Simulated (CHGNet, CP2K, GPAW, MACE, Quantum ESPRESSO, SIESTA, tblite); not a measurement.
**A faulty SIESTA run on Σ5 (001) twist boundary in Ge (77 atoms)**

Program: SIESTA 5.4.2, a calculation on a cell of 77 Ge, 23.5 Å³ an atom.

Input file input.fdf:

```
SystemLabel cell
NumberOfAtoms 77
NumberOfSpecies 1
%block ChemicalSpeciesLabel
  1 32 Ge
%endblock ChemicalSpeciesLabel
LatticeConstant 1.0 Ang
%block LatticeVectors
  8.94608 0.00000 0.00000
  0.00000 8.94608 0.00000
  0.00000 0.00000 22.56460
%endblock LatticeVectors
PAO.BasisSize QZ3P
PAO.EnergyShift 0.01 Ry
XC.Functional GGA
XC.Authors PBE
MeshCutoff 300 Ry
%block kgrid_Monkhorst_Pack
  1 0 0 0.0
  0 1 0 0.0
  0 0 1 0.0
%endblock kgrid_Monkhorst_Pack
SolutionMethod diagon
OccupationFunction FD
ElectronicTemperature 580 K
SCF.Mixer.Method Pulay
SCF.Mixer.Weight 0.05
SCF.Mixer.History 8
SCF.Mix Hamiltonian
MaxSCFIterations 60
SCF.DM.Tolerance 1e-04
SCF.H.Tolerance 1.0e-3 eV
WriteForces T
Write.HirshfeldPop T
Write.VoronoiPop T
Write.DM F
Write.H F
XML.Write F
AtomicCoordinatesFormat Fractional
%block AtomicCoordinatesAndAtomicSpecies
  0.99609 0.98407 0.01230 1
  0.19070 0.09108 0.07423 1
  0.38016 0.19493 0.01400 1
  0.59008 0.28977 0.07051 1
  0.81243 0.35691 0.01107 1
  0.99045 0.49460 0.07030 1
  0.69021 0.09790 0.13416 1
  0.88598 0.19801 0.19658 1
  0.19639 0.59673 0.00998 1
  0.39673 0.70238 0.06814 1
[... 63 atom lines left out ...]
  0.63674 0.42541 0.93500 1
  0.74416 0.62188 0.87406 1
  0.83539 0.81846 0.94238 1
  0.13021 0.39544 0.88269 1
%endblock AtomicCoordinatesAndAtomicSpecies
```

Started as:

```
$ OMP_NUM_THREADS=1 mpirun -np 2 siesta < input.fdf > output.txt
```

The program printed:

```text
Version         : 5.4.2
reinit: System Name:
reinit: System Label: cell
initatom: Reading input for the pseudopotentials and atomic orbitals ----------
Species number:   1 Atomic number:   32 Label: Ge
size_name: Incorrect basis-size option specified, active options are:
  SZ or MINIMAL
  SZP, SZSP, SZ1P, SZP1
  DZ
  DZP, DZSP, DZP1, DZ1P or STANDARD
  DZDP, DZP2, DZ2P
  TZ
  TZP, TZSP, TZP1, TZ1P
  TZDP, TZP2, TZ2P
  TZTP, TZP3, TZ3P
stopping program
stopping program
Stopping Program from Node:    0
Stopping Program from Node:    0
```

Elapsed: 0.5 s, on 2 MPI ranks of Arm Neoverse V1, shared host; peak memory 0.16 GiB.

Banners, paths, timers and routine set-up lines are dropped from the logs unmarked, and long logs keep their key lines alone; longer cuts are marked.

**Question.** Which part of the input is at fault, and how is it mended?

An unknown basis size: basis QZ3P. The sound run has basis DZP.

The program stopped at the start.

[Also dropped from logs without a mark: logging warnings of Python, and SIESTA's first energy breakdown and zero terms.]

[Logs are printed without paths, hosts, clocks, repeated set-up lines and the standing remarks that a program may print on its own settings, such as how far it seeks lower states.]

[Hosts, paths, dates, database ids (printed as entryN), source tags and the programs' standing remarks are cut or masked in the printed files.]
